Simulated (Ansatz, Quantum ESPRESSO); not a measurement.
# Al2O2, 1 layer: response to a perpendicular field, part 4 of 5

Wanted: polarisability and gap of Al2O2, 1 layer against a perpendicular field.

Quantum ESPRESSO 7.5; plane-wave DFT, PBE, SG15 norm-conserving pseudopotentials; geometry and cross-check by Ansatz 0.2.0 with PAW datasets.

So far. Step 6 (Ground state: field 0.1 V/Å): The dipole goes from 0.0000 to 0.0202 e Å, 0.2017 e Å per V/Å. Step 7 (Potential by pp.x): The slope in the vacuum is 0.100 eV/Å for an applied 0.10 V/Å, as it should be.

**8. Self-consistent run: field 0.2 V/Å**

Input file f2.in:

```
&control
  prefix = 'f2'
  outdir = './out'
  pseudo_dir = './pseudo'
  calculation = 'scf'
  tprnfor = .true.
  tefield = .true.
  dipfield = .true.
/
&system
  ibrav = 0
  nat = 4
  ntyp = 2
  ecutwfc = 60
  ecutrho = 240
  occupations = 'smearing'
  smearing = 'fd'
  degauss = 0.004
  edir = 3
  emaxpos = 0.97
  eopreg = 0.04
  eamp = 0.00388938
/
&electrons
  conv_thr = 1e-09
  mixing_beta = 0.4
  electron_maxstep = 120
  mixing_mode = 'plain'
  startingpot = 'file'
/
ATOMIC_SPECIES
  O   15.9990  O_ONCV_PBE-1.2.upf
  Al  26.9815  Al_ONCV_PBE-1.2.upf
CELL_PARAMETERS angstrom
  2.96594065045605 0.00000000000000 -0.00000000000000
  -1.48297032522802 2.56857994941188 0.00000000000000
  -0.00000000000000 -0.00000000000000 21.07114263470000
ATOMIC_POSITIONS crystal
  O   0.333333333333 0.666666666667 0.406342977685
  Al  0.000000000000 -0.000000000000 0.437788099208
  Al  0.000000000000 -0.000000000000 0.562211901822
  O   0.333333333333 0.666666666667 0.593657021285
K_POINTS automatic
  12 12 1 0 0 0
```

The run is started by

```sh
$ cp -r out/f0.save out/f2.save
$ OMP_NUM_THREADS=1 mpirun -n 4 pw.x -nk 4 -in f2.in > f2.out
```

Output:

```text
[banner, memory and clock lines left out]
Program PWSCF v.7.5 starts
[...]
number of electrons       =        34.00
     number of Kohn-Sham states=           21
     kinetic-energy cutoff     =      60.0000  Ry
     charge density cutoff     =     240.0000  Ry
[...]
number of k points=    74  Fermi-Dirac smearing, width (Ry)=  0.0040
[...]
Dense  grid:    67943 G-vectors     FFT dimensions: (  27,  27, 200)
     The initial density is read from file :
[...]
Starting wfcs are random
[...]
estimated scf accuracy    <       0.00575483 Ry
[...]
estimated scf accuracy    <       0.00844582 Ry
[...]
estimated scf accuracy    <       0.00000380 Ry
[...]
estimated scf accuracy    <       0.00000329 Ry
[...]
estimated scf accuracy    <       0.00000072 Ry
[...]
estimated scf accuracy    <       0.00000014 Ry
[...]
estimated scf accuracy    <          6.6E-09 Ry
[...]
estimated scf accuracy    <          3.2E-09 Ry
[...]
Computed dipole along edir(3) :
        Dipole                0.0763 Ry au,          0.1939 Debye
        Dipole field          0.0009 Ry au,
        E field amplitude [Ha a.u.]:  3.8894E-03
        Potential amp.        0.2297 Ry
        Total length         38.2259 bohr
[...]
the Fermi energy is    -0.0055 ev
!    total energy              =    -341.05543744 Ry
     estimated scf accuracy    <          3.7E-11 Ry
     smearing contrib. (-TS)   =      -0.00000002 Ry
     internal energy E=F+TS    =    -341.05543742 Ry
[...]
one-electron contribution =   -2105.89806168 Ry
     hartree contribution      =    1032.53719060 Ry
     xc contribution           =     -45.65610830 Ry
     ewald contribution        =     777.96206775 Ry
     electric field correction =      -0.00052578 Ry
     convergence has been achieved in   9 iterations
[...]
Total force =     0.011871     Total SCF correction =     0.000036
[...]
```

Run time: 55 s. Hardware: 4 MPI ranks of Arm Neoverse V2, shared host; peak memory 0.54 GiB.

Read from the output:

| Property | Result |
| --- | --- |
| free energy | -4640.2956 eV |
| Fermi energy | -0.0055 eV |
| dipole along the normal | 0.04037 e·Å |
| valence top, on the run's zero | -0.6561 eV |
| conduction bottom, on the run's zero | 0.6692 eV |
| gap by band count | 1.325 eV |

The dipole goes from 0.0000 to 0.0404 e Å, 0.2017 e Å per V/Å.

**9. Potential by pp.x**

Input file f2.pot.in:

```
&inputpp
  prefix = 'f2'
  outdir = './out'
  filplot = 'f2.pot.dat'
  plot_num = 11
/
```

The run is started by

```sh
$ OMP_NUM_THREADS=1 mpirun -n 4 pp.x -in f2.pot.in > f2.pot.out
```

Run time: 0.66 s. Hardware: 4 MPI ranks; peak memory 0.1 GiB.

Numbers from this step:

- slope of the potential above: 0.2001 eV/Å
- upper vacuum line continued to the top atoms, over the valence top: 4.904 eV
- slope of the potential below: 0.1999 eV/Å
- lower vacuum line continued to the bottom atoms, over the valence top: 5.073 eV

The slope in the vacuum is 0.200 eV/Å for an applied 0.20 V/Å, as it should be.

**10. Bands along a path: field 0.2 V/Å**

Input file f2.bands.in:

```
&control
  prefix = 'f2.bands'
  outdir = './out'
  pseudo_dir = './pseudo'
  calculation = 'bands'
  tefield = .true.
  dipfield = .true.
/
&system
  ibrav = 0
  nat = 4
  ntyp = 2
  ecutwfc = 60
  ecutrho = 240
  occupations = 'smearing'
  smearing = 'fd'
  degauss = 0.004
  edir = 3
  emaxpos = 0.97
  eopreg = 0.04
  eamp = 0.00388938
  nbnd = 23
/
&electrons
  conv_thr = 1e-07
  mixing_beta = 0.4
  electron_maxstep = 120
  mixing_mode = 'local-TF'
/
ATOMIC_SPECIES
  O   15.9990  O_ONCV_PBE-1.2.upf
  Al  26.9815  Al_ONCV_PBE-1.2.upf
CELL_PARAMETERS angstrom
  2.96594065045605 0.00000000000000 -0.00000000000000
  -1.48297032522802 2.56857994941188 0.00000000000000
  -0.00000000000000 -0.00000000000000 21.07114263470000
ATOMIC_POSITIONS crystal
  O   0.333333333333 0.666666666667 0.406342977685
  Al  0.000000000000 -0.000000000000 0.437788099208
  Al  0.000000000000 -0.000000000000 0.562211901822
  O   0.333333333333 0.666666666667 0.593657021285
K_POINTS crystal_b
4
  0.0000000000 0.0000000000 0.0000000000 14
  0.5000000000 0.0000000000 0.0000000000 14
  0.3333333333 0.3333333333 0.0000000000 14
  0.0000000000 0.0000000000 0.0000000000 1
```

The run is started by

```sh
$ cp -r out/f2.save out/f2.bands.save
$ cp out/f2.xml out/f2.bands.xml
$ OMP_NUM_THREADS=1 mpirun -n 4 pw.x -nk 4 -in f2.bands.in > f2.bands.out
```

Output:

```text
[banner, memory and clock lines left out]
Program PWSCF v.7.5 starts
[citation notice left out]

[...]
bravais-lattice index     =            0
     lattice parameter (alat)  =       5.6048  a.u.
     unit-cell volume          =    1083.2788 (a.u.)^3
     number of atoms/cell      =            4
     number of atomic types    =            2
     number of electrons       =        34.00
     number of Kohn-Sham states=           23
     kinetic-energy cutoff     =      60.0000  Ry
     charge density cutoff     =     240.0000  Ry
     Exchange-correlation= PBE
                           (   1   4   3   4   0   0   0)

[...]
PseudoPot. # 1 for O  read from file:
     ./pseudo/O_ONCV_PBE-1.2.upf
     Pseudo is Norm-conserving, Zval =  6.0
     Generated using ONCVPSP code by D. R. Hamann
     Using radial grid of  602 points,  4 beta functions with:
                l(1) =   0
                l(2) =   0
                l(3) =   1
                l(4) =   1

     PseudoPot. # 2 for Al read from file:
     ./pseudo/Al_ONCV_PBE-1.2.upf
     Pseudo is Norm-conserving, Zval = 11.0
     Generated using ONCVPSP code by D. R. Hamann
     Using radial grid of  602 points,  4 beta functions with:
                l(1) =   0
                l(2) =   0
                l(3) =   1
                l(4) =   1

     atomic species   valence    mass     pseudopotential
     O                 6.00    15.99900     O ( 1.00)
     Al               11.00    26.98150     Al( 1.00)

     No symmetry found

[...]
number of k points=    43  Fermi-Dirac smearing, width (Ry)=  0.0040
[...]
Dense  grid:    67943 G-vectors     FFT dimensions: (  27,  27, 200)

     The potential is recalculated from file :
     ./out/f2.bands.save/charge-density

     Adding external electric field

     Computed dipole along edir(3) :
        Dipole                0.0763 Ry au,          0.1939 Debye
        Dipole field          0.0009 Ry au,

        E field amplitude [Ha a.u.]:  3.8894E-03
        Potential amp.        0.2297 Ry
        Total length         38.2259 bohr

     Starting wfcs are random

     Band Structure Calculation
     Davidson diagonalization with overlap

     ethr =  2.94E-10,  avg # of iterations = 47.7

     End of band structure calculation

          k = 0.0000 0.0000 0.0000 (  8379 PWs)   bands (ev):

  -103.8126-103.7418 -65.3281 -65.3281 -65.2547 -65.2547 -65.2526 -65.1809
   -21.2478 -21.1075  -8.1505  -6.0337  -5.2178  -5.2178  -5.0900  -5.0900
    -3.0420   1.0544   3.1171   3.6069   4.3495   5.0153   5.8545

          k = 0.0357 0.0206 0.0000 (  8406 PWs)   bands (ev):

  -103.8128-103.7420 -65.3283 -65.3281 -65.2549 -65.2548 -65.2525 -65.1809
   -21.2381 -21.0979  -8.1335  -6.0228  -5.2834  -5.2285  -5.1545  -5.1006
    -3.0075   1.1192   3.1501   3.6422   4.3766   5.0485   5.8772

[...]
```

It took 26 s on 4 MPI ranks; peak memory 0.3 GiB; 1.7 min of CPU time.

Band numbers count within the set of bands kept for display. The electronic bands at the labelled points (eV, zero at the highest filled level of the SCF mesh; v1 is the highest filled band, c1 the lowest empty one):

| point | v4 | v3 | v2 | v1 | c1 | c2 | c3 | c4 |
| --- | --- | --- | --- | --- | --- | --- | --- | --- |
| Γ | -4.56 | -4.43 | -4.43 | -2.39 | 1.71 | 3.77 | 4.26 | 5.01 |
| halfway | -4.91 | -4.82 | -4.78 | -1.59 | 3.71 | 4.63 | 5.38 | 6.04 |
| M | -5.10 | -4.85 | -4.20 | -0.84 | 1.33 | 4.55 | 7.01 | 7.17 |
| halfway | -5.83 | -4.70 | -4.14 | -0.54 | 1.61 | 5.23 | 5.86 | 7.59 |
| K | -6.97 | -4.53 | -4.06 | 0.00 | 1.54 | 4.44 | 5.86 | 8.29 |
| halfway | -5.26 | -5.12 | -4.68 | -1.41 | 4.24 | 4.84 | 5.48 | 6.12 |
| Γ | -4.56 | -4.43 | -4.43 | -2.39 | 1.71 | 3.77 | 4.26 | 5.01 |

Upper empty bands that drop with the field can be states of the vacuum, held by the sawtooth; they depend on the cell's width.

Along this path the valence top lies at K and the conduction bottom at M.

**11. Ground state: field -0.2 V/Å**

f3.in is the input of step 8 with these lines changed:

```diff
@@ -1,3 +1,3 @@
 &control
-  prefix = 'f2'
+  prefix = 'f3'
   outdir = './out'
@@ -21,3 +21,3 @@
   eopreg = 0.04
-  eamp = 0.00388938
+  eamp = -0.00388938
 /
```

The run is started by

```sh
$ cp -r out/f0.save out/f3.save
$ OMP_NUM_THREADS=1 mpirun -n 4 pw.x -nk 4 -in f3.in > f3.out
```

Output:

```text
[banner, memory and clock lines left out]
Program PWSCF v.7.5 starts
[...]
number of electrons       =        34.00
     number of Kohn-Sham states=           21
     kinetic-energy cutoff     =      60.0000  Ry
     charge density cutoff     =     240.0000  Ry
[...]
number of k points=    74  Fermi-Dirac smearing, width (Ry)=  0.0040
[...]
Dense  grid:    67943 G-vectors     FFT dimensions: (  27,  27, 200)
     The initial density is read from file :
[...]
Starting wfcs are random
[...]
estimated scf accuracy    <       0.00576776 Ry
[...]
estimated scf accuracy    <       0.00846222 Ry
[...]
estimated scf accuracy    <       0.00000393 Ry
[...]
estimated scf accuracy    <       0.00000338 Ry
[...]
estimated scf accuracy    <       0.00000074 Ry
[...]
estimated scf accuracy    <       0.00000014 Ry
[...]
estimated scf accuracy    <          6.4E-09 Ry
[...]
estimated scf accuracy    <          3.1E-09 Ry
[...]
Computed dipole along edir(3) :
        Dipole               -0.0762 Ry au,         -0.1938 Debye
        Dipole field         -0.0009 Ry au,
        E field amplitude [Ha a.u.]: -3.8894E-03
        Potential amp.       -0.2297 Ry
        Total length         38.2259 bohr
[...]
the Fermi energy is    -0.0706 ev
!    total energy              =    -341.05543726 Ry
     estimated scf accuracy    <          3.9E-11 Ry
     smearing contrib. (-TS)   =      -0.00000002 Ry
     internal energy E=F+TS    =    -341.05543724 Ry
[...]
one-electron contribution =   -2105.89806244 Ry
     hartree contribution      =    1032.53719136 Ry
     xc contribution           =     -45.65610827 Ry
     ewald contribution        =     777.96206775 Ry
     electric field correction =      -0.00052564 Ry
     convergence has been achieved in   9 iterations
[...]
Total force =     0.011872     Total SCF correction =     0.000033
[...]
```

Wall time 55 s (4 MPI ranks); peak memory 0.54 GiB.

This step gave:

| Item | Value |
| --- | --- |
| Fermi energy | -0.0706 eV |
| dipole along the normal | -0.04035 e·Å |
| valence top, on the run's zero | -0.7212 eV |
| conduction bottom, on the run's zero | 0.6041 eV |

The dipole goes from 0.0000 to -0.0403 e Å, 0.2018 e Å per V/Å.

**12. Potential by pp.x**

Input file f3.pot.in:

```
&inputpp
  prefix = 'f3'
  outdir = './out'
  filplot = 'f3.pot.dat'
  plot_num = 11
/
```

The run is started by

```sh
$ OMP_NUM_THREADS=1 mpirun -n 4 pp.x -in f3.pot.in > f3.pot.out
```

It took 0.66 s on 4 MPI ranks; peak memory 0.1 GiB; 2.3 s of CPU time.

This step gave:

- slope of the potential above: -0.1999 eV/Å
- upper vacuum line continued to the top atoms, over the valence top: 5.073 eV
- slope of the potential below: -0.2001 eV/Å
- lower vacuum line continued to the bottom atoms, over the valence top: 4.904 eV

The slope in the vacuum is -0.200 eV/Å for an applied -0.20 V/Å, as it should be.

Each curve counts from the valence top of its own run.

The runs together. Potential energy against z:

| z (Å) | potential at 0 V/Å (eV) | potential at 0.1 V/Å (eV) | potential at 0.2 V/Å (eV) | potential at -0.2 V/Å (eV) |
| --- | --- | --- | --- | --- |
| 0 | 4.99 | 4.58 | 4.18 | 5.80 |
| 1 | 4.99 | 4.27 | 3.56 | 6.42 |
| 2 | 4.99 | 4.37 | 3.76 | 6.22 |
| 3 | 4.99 | 4.47 | 3.96 | 6.02 |
| 4 | 4.99 | 4.57 | 4.16 | 5.82 |
| 5 | 4.99 | 4.67 | 4.36 | 5.62 |
| 6 | 4.98 | 4.77 | 4.55 | 5.41 |
| 7 | 4.85 | 4.73 | 4.62 | 5.09 |
| 8 | 0.646 | 0.597 | 0.548 | 0.744 |
| 9 | -17.7 | -17.7 | -17.7 | -17.6 |
| 10 | -1.97 | -1.97 | -1.97 | -1.96 |
| 11 | -1.05 | -1.05 | -1.05 | -1.06 |
| 12 | -18.8 | -18.8 | -18.7 | -18.8 |
| 13 | -0.705 | -0.659 | -0.612 | -0.797 |
| 14 | 4.82 | 4.93 | 5.04 | 4.59 |
| 15 | 4.98 | 5.19 | 5.40 | 4.57 |
| 16 | 4.99 | 5.29 | 5.60 | 4.37 |
| 17 | 4.99 | 5.39 | 5.80 | 4.18 |
| 18 | 4.99 | 5.49 | 6.00 | 3.98 |
| 19 | 4.99 | 5.59 | 6.20 | 3.78 |
| 20 | 4.99 | 5.69 | 6.40 | 3.58 |

**13. Bands along a path: field -0.2 V/Å**

f3.bands.in is the input of step 10 with these lines changed:

```diff
@@ -1,3 +1,3 @@
 &control
-  prefix = 'f2.bands'
+  prefix = 'f3.bands'
   outdir = './out'
@@ -20,3 +20,3 @@
   eopreg = 0.04
-  eamp = 0.00388938
+  eamp = -0.00388938
   nbnd = 23
```

The run is started by

```sh
$ cp -r out/f3.save out/f3.bands.save
$ cp out/f3.xml out/f3.bands.xml
$ OMP_NUM_THREADS=1 mpirun -n 4 pw.x -nk 4 -in f3.bands.in > f3.bands.out
```

Output:

```text
[banner, memory and clock lines left out]
Program PWSCF v.7.5 starts
[citation notice left out]

[...]
bravais-lattice index     =            0
     lattice parameter (alat)  =       5.6048  a.u.
     unit-cell volume          =    1083.2788 (a.u.)^3
     number of atoms/cell      =            4
     number of atomic types    =            2
     number of electrons       =        34.00
     number of Kohn-Sham states=           23
     kinetic-energy cutoff     =      60.0000  Ry
     charge density cutoff     =     240.0000  Ry
     Exchange-correlation= PBE
                           (   1   4   3   4   0   0   0)

[...]
PseudoPot. # 1 for O  read from file:
     ./pseudo/O_ONCV_PBE-1.2.upf
     Pseudo is Norm-conserving, Zval =  6.0
     Generated using ONCVPSP code by D. R. Hamann
     Using radial grid of  602 points,  4 beta functions with:
                l(1) =   0
                l(2) =   0
                l(3) =   1
                l(4) =   1

     PseudoPot. # 2 for Al read from file:
     ./pseudo/Al_ONCV_PBE-1.2.upf
     Pseudo is Norm-conserving, Zval = 11.0
     Generated using ONCVPSP code by D. R. Hamann
     Using radial grid of  602 points,  4 beta functions with:
                l(1) =   0
                l(2) =   0
                l(3) =   1
                l(4) =   1

     atomic species   valence    mass     pseudopotential
     O                 6.00    15.99900     O ( 1.00)
     Al               11.00    26.98150     Al( 1.00)

     No symmetry found

[...]
number of k points=    43  Fermi-Dirac smearing, width (Ry)=  0.0040
[...]
Dense  grid:    67943 G-vectors     FFT dimensions: (  27,  27, 200)

     The potential is recalculated from file :
     ./out/f3.bands.save/charge-density

     Adding external electric field

     Computed dipole along edir(3) :
        Dipole               -0.0762 Ry au,         -0.1938 Debye
        Dipole field         -0.0009 Ry au,

        E field amplitude [Ha a.u.]: -3.8894E-03
        Potential amp.       -0.2297 Ry
        Total length         38.2259 bohr

     Starting wfcs are random

     Band Structure Calculation
     Davidson diagonalization with overlap

     ethr =  2.94E-10,  avg # of iterations = 48.2

     End of band structure calculation

          k = 0.0000 0.0000 0.0000 (  8379 PWs)   bands (ev):

  -103.8777-103.8069 -65.3932 -65.3932 -65.3198 -65.3198 -65.3177 -65.2460
   -21.3129 -21.1726  -8.2156  -6.0988  -5.2830  -5.2830  -5.1551  -5.1551
    -3.1071   0.9893   3.0621   3.6042   4.3971   4.9704   5.9266

          k = 0.0357 0.0206 0.0000 (  8406 PWs)   bands (ev):

  -103.8779-103.8071 -65.3934 -65.3933 -65.3200 -65.3199 -65.3177 -65.2460
   -21.3032 -21.1630  -8.1986  -6.0879  -5.3485  -5.2937  -5.2196  -5.1657
    -3.0726   1.0541   3.0955   3.6397   4.4229   5.0044   5.9486

[...]
```

Run time: 26 s. Hardware: 4 MPI ranks; peak memory 0.3 GiB; 1.7 min of CPU time.

Band numbers count within the set of bands kept for display. The electronic bands at the labelled points (eV, zero at the highest filled level of the SCF mesh; v1 is the highest filled band, c1 the lowest empty one):

| point | v4 | v3 | v2 | v1 | c1 | c2 | c3 | c4 |
| --- | --- | --- | --- | --- | --- | --- | --- | --- |
| Γ | -4.56 | -4.43 | -4.43 | -2.39 | 1.71 | 3.78 | 4.33 | 5.12 |
| halfway | -4.91 | -4.82 | -4.78 | -1.59 | 3.71 | 4.63 | 5.41 | 6.16 |
| M | -5.10 | -4.85 | -4.20 | -0.84 | 1.33 | 4.55 | 7.01 | 7.17 |
| halfway | -5.83 | -4.70 | -4.14 | -0.54 | 1.61 | 5.23 | 5.86 | 7.59 |
| K | -6.97 | -4.53 | -4.06 | 0.00 | 1.54 | 4.44 | 5.86 | 8.29 |
| halfway | -5.26 | -5.12 | -4.68 | -1.41 | 4.24 | 4.84 | 5.49 | 6.15 |
| Γ | -4.56 | -4.43 | -4.43 | -2.39 | 1.71 | 3.78 | 4.33 | 5.12 |

Upper empty bands that drop with the field can be states of the vacuum, held by the sawtooth; they depend on the cell's width.

Along this path the valence top lies at K and the conduction bottom at M.

**14. Density by pp.x**

The density shows how far the electrons spill into the vacuum.

Input file f0.rho.in:

```
&inputpp
  prefix = 'f0'
  outdir = './out'
  filplot = 'f0.rho.dat'
  plot_num = 0
/
```

The run is started by

```sh
$ OMP_NUM_THREADS=1 mpirun -n 4 pp.x -in f0.rho.in > f0.rho.out
```

Output:

```text
[banner, memory and clock lines left out]
Program POST-PROC v.7.5 starts

          URL

     ./out/f0.save/

     IMPORTANT: XC functional enforced from input :
     Exchange-correlation= PBE
                           (   1   4   3   4   0   0   0)
     Any further DFT definition will be discarded
     Please, verify this is what you really want

     Adding external electric field

     Computed dipole along edir(3) :
        Dipole                0.0000 Ry au,          0.0001 Debye
        Dipole field          0.0000 Ry au,

        Potential amp.       -0.0000 Ry
        Total length         38.2259 bohr

     Calling punch_plot, plot_num =   0
     Writing data to file  f0.rho.dat
     Message from routine chdens:
     namelist plot not found or invalid, exiting
```

Elapsed: 0.66 s, on 4 MPI ranks; peak memory 0.1 GiB; 2.3 s of CPU time.

Numbers from this step:

| Property | Result |
| --- | --- |
| electrons by integration | 34.00 e |

Mean over planes. The valence density, planar mean by z:

| z (Å) | valence density, planar mean (e/Å³) |
| --- | --- |
| 5.5 | 5.7e-5 |
| 6.0 | 2.9e-4 |
| 6.5 | 0.00152 |
| 7.0 | 0.00848 |
| 7.5 | 0.0508 |
| 8.0 | 0.318 |
| 8.5 | 0.970 |
| 9.0 | 1.71 |
| 9.5 | 1.16 |
| 10.0 | 0.166 |
| 10.5 | 0.150 |
| 11.0 | 0.158 |
| 11.5 | 0.887 |
| 12.0 | 1.81 |
| 12.5 | 1.02 |
| 13.0 | 0.413 |
| 13.5 | 0.0656 |
| 14.0 | 0.0108 |
| 14.5 | 0.00195 |
| 15.0 | 3.7e-4 |
| 15.5 | 7.1e-5 |

Valence density in the ca plane at fractional y = 0.667, with atoms of O within 0.2 Å of it. It is the smooth field of the valence electrons, not physical close to the nuclei.

Values in e/Å³, 5 rows by 16 columns, each cell a mean:
```
0.0 0.0 0.0 0.0 0.0 0.0 0.0 0.1 0.2 0.2 0.2 0.2 0.1 0.0 0.0 0.0
0.0 0.0 0.0 0.0 0.0 0.0 0.0 0.3 0.4 0.1 0.2 0.4 0.2 0.0 0.0 0.0
0.0 0.0 0.0 0.0 0.0 0.0 0.1 2.4 1.7 0.1 0.2 2.5 1.6 0.0 0.0 0.0
0.0 0.0 0.0 0.0 0.0 0.0 0.1 3.1 2.2 0.1 0.2 3.2 2.2 0.0 0.0 0.0
0.0 0.0 0.0 0.0 0.0 0.0 0.0 0.7 0.6 0.1 0.2 0.8 0.4 0.0 0.0 0.0
```
Columns run along c (16.0 Å, from fractional 0.04 to 0.80 of the cell), rows up along a (3.0 Å). Atoms in or near the plane, at fractional coordinates: O at (0.41, 0.33), O at (0.59, 0.33).

The density integrates to 34.000 electrons, as the 34 of the input ask.

**15. Density by pp.x**

Input file f2.rho.in:

```
&inputpp
  prefix = 'f2'
  outdir = './out'
  filplot = 'f2.rho.dat'
  plot_num = 0
/
```

The run is started by

```sh
$ OMP_NUM_THREADS=1 mpirun -n 4 pp.x -in f2.rho.in > f2.rho.out
```

It took 0.66 s on 4 MPI ranks; peak memory 0.1 GiB; 2.3 s of CPU time.

(Part 4 of 5 ends here.)

[Logs are printed without paths, hosts, clocks, repeated set-up lines and the standing remarks that a program may print on its own settings, such as how far it seeks lower states.]

[Hosts, paths, dates, database ids (printed as entryN), source tags and the programs' standing remarks are cut or masked in the printed files.]

[Maps of the electrostatic potential energy from Ansatz leave out the sawtooth potential of an applied field or a dipole correction, so their vacuum need not be flat; planar profiles and work functions include it.]
